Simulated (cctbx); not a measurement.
**Solving a structure by charge flipping**

Cell a = 4.5020 Å, b = 11.8990 Å, c = 16.0720 Å, α = 90.00°, β = 90.00°, γ = 90.00°; space group Cmcm (no. 63); content Pb16 Ho12.

The data are simulated with cctbx, not measured: Mo Kα, λ = 0.71073 Å, to d = 0.84 Å, 80 % of the full sphere, strongest reflection 20000 counts, noise from counting, a 6 % proportional error and a noise floor of 4 counts (s.d.); no absorption.

2 earlier starts (other random phases, and plain and normalised amplitudes in turn) led nowhere (symmetry correlation 0.81 and 0.84).

Charge flipping in P1 on plain amplitudes to 0.84 Å, δ = 1.1 σ, 20 % of the reflections treated as weak, 600 cycles:

```text
cycle      R  skewness
    0  0.604     0.24
   50  0.330     3.93
  100  0.309     3.86
  150  0.320     3.80
  200  0.316     3.76
  250  0.315     3.78
  300  0.310     3.67
  350  0.319     3.74
  400  0.327     3.80
  450  0.329     3.82
  500  0.327     3.73
  550  0.339     3.83
origin shift          correlation  skewness
 0.295  0.180  0.052      0.810      2.15
 0.285  0.100  0.195      0.804      1.33
 0.296  0.066  0.432      0.805      1.74
 0.301  0.179  0.193      0.816      2.59
taken: symmetry correlation 0.816, skewness 2.59
peak      x       y       z  mult  height/sigma
Q1    0.0000  0.1232  0.6065    8     11.2
Q2    0.0000  0.2856  0.7500    4      9.9
Q3    0.0000  0.1670  0.0989    8      8.8
Q4    0.0000  0.5000  0.0000    4      8.2
Q5    0.0000  0.4534  0.2500    4      4.8
Q6    0.0000  0.2966  0.0159    8      3.7
Q7    0.0000  0.1679  0.7500    4      3.2
Q8    0.0000  0.0709  0.1468    8      3.1
Q9    0.0000  0.4692  0.7011    8      3.0
Q10   0.0000  0.0550  0.2500    4      2.7
```

The origin is taken among those within 0.04 of the best correlation, by the skewness of the map.

Run time: 0.97 s on 1 thread of Arm Neoverse N1, with other jobs on the host, peak memory 0.08 GiB.

**Question.** Which peaks are atoms, and which elements?

Heights follow Z only loosely here, so the multiplicities, which must add up to the content, decide. First model: Q1 = Pb1 (8 in the cell, height 11.2), Q2 = Pb2 (4 in the cell, height 9.9), Q3 = Ho1 (8 in the cell, height 8.8), Q4 = Pb3 (4 in the cell, height 8.2) and Q5 = Ho2 (4 in the cell, height 4.8). Against the true structure, Q1 is Pb, Q2 is Pb, Q3 is Ho, Q4 is Pb and Q5 is Ho; the other peaks are not atoms.

Least squares on F², isotropic:

```text
Rint 0.052, 451 unique reflections to 0.84 A
cycle     R1     wR2    GooF  max shift (A)
   1  0.2709  0.6070  14.630   0.14864
   2  0.0167  0.0431   1.039   0.00017
final R1 0.0167 wR2 0.0431 GooF 1.038  parameters 11  data/parameter 41.0
atom        x        y        z      Ueq    occ   su(xyz)  su(Uiso or U11)
Pb1    0.00000  0.12157  0.60713   0.0082  1.000  0.00003  0.0002
Pb2    0.00000  0.27310  0.75000   0.0079  1.000  0.00005  0.0002
Ho1    0.00000  0.17329  0.09781   0.0100  1.000  0.00004  0.0002
Pb3    0.00000  0.50000  0.00000   0.0083  1.000  0.00000  0.0002
Ho2    0.00000  0.44997  0.25000   0.0084  1.000  0.00006  0.0002
difference map: max 1.86 min -1.51 rms 0.35
Q1    0.0000  0.3999  0.2500    4    1.86  0.60 A from Ho2
Q2    0.0000  0.4753  0.0312    8    1.56  0.58 A from Pb3
Q3    0.0000  0.0950  0.7500    4    1.34  2.12 A from Pb2
Q4    0.0000  0.3606  0.7500    4    1.33  1.04 A from Pb2
Q5    0.0000  0.2283  0.5890    8    1.29  1.30 A from Pb1
```

Anisotropic refinement:

```text
Rint 0.052, 451 unique reflections to 0.84 A
cycle     R1     wR2    GooF  max shift (A)
   1  0.0167  0.0431   1.054   0.00045
   2  0.0151  0.0372   0.910   0.00000
final R1 0.0151 wR2 0.0372 GooF 0.910  parameters 24  data/parameter 18.8
atom        x        y        z      Ueq    occ   su(xyz)  su(Uiso or U11)
Pb1    0.00000  0.12158  0.60713   0.0082  1.000  0.00003  0.0002
Pb2    0.00000  0.27310  0.75000   0.0078  1.000  0.00004  0.0002
Ho1    0.00000  0.17326  0.09780   0.0101  1.000  0.00004  0.0002
Pb3    0.00000  0.50000  0.00000   0.0083  1.000  0.00000  0.0003
Ho2    0.00000  0.44993  0.25000   0.0085  1.000  0.00005  0.0003
difference map: max 1.42 min -1.25 rms 0.32
Q1    0.0000  0.0963  0.7500    4    1.43  2.10 A from Pb2
Q2    0.0000  0.3647  0.7500    4    1.34  1.09 A from Pb2
Q3    0.0000  0.2310  0.5879    8    1.27  1.34 A from Pb1
Q4    0.0000  0.0188  0.1126    8    1.15  1.67 A from Pb1
Q5    0.2175  0.3761  0.7500    8    1.11  1.57 A from Pb2
Q6    0.2419  0.0213  0.2500    8    0.99  1.44 A from Ho2
```

**Reading.** The refinement ends at R1 = 0.0151, wR2 = 0.0372, GooF = 0.91, with difference density between -1.25 and 1.42 e/Å³. Every site matches the true model in element, within 0.001 Å r.m.s., up to an allowed shift of origin.

True model:

| atom | mult. | x | y | z | Ueq (Å²) |
| --- | --- | --- | --- | --- | --- |
| Pb1 | 8 | 1/2 | 0.1216 | 0.3929 | 0.0082 |
| Pb2 | 4 | 1/2 | 0.2731 | 1/4 | 0.0077 |
| Pb3 | 4 | 0 | 0 | 1/2 | 0.0080 |
| Ho1 | 8 | 0 | 0.3268 | 0.4022 | 0.0099 |
| Ho2 | 4 | 0 | 0.0500 | 1/4 | 0.0085 |

The model is made up (kin elements in a known structure type, no relaxation), so it says nothing on whether the phase exists.

[Middle refinement cycles are left out of these outputs.]

[Logs are printed without paths, hosts, clocks, repeated set-up lines and the standing remarks that a program may print on its own settings, such as how far it seeks lower states.]
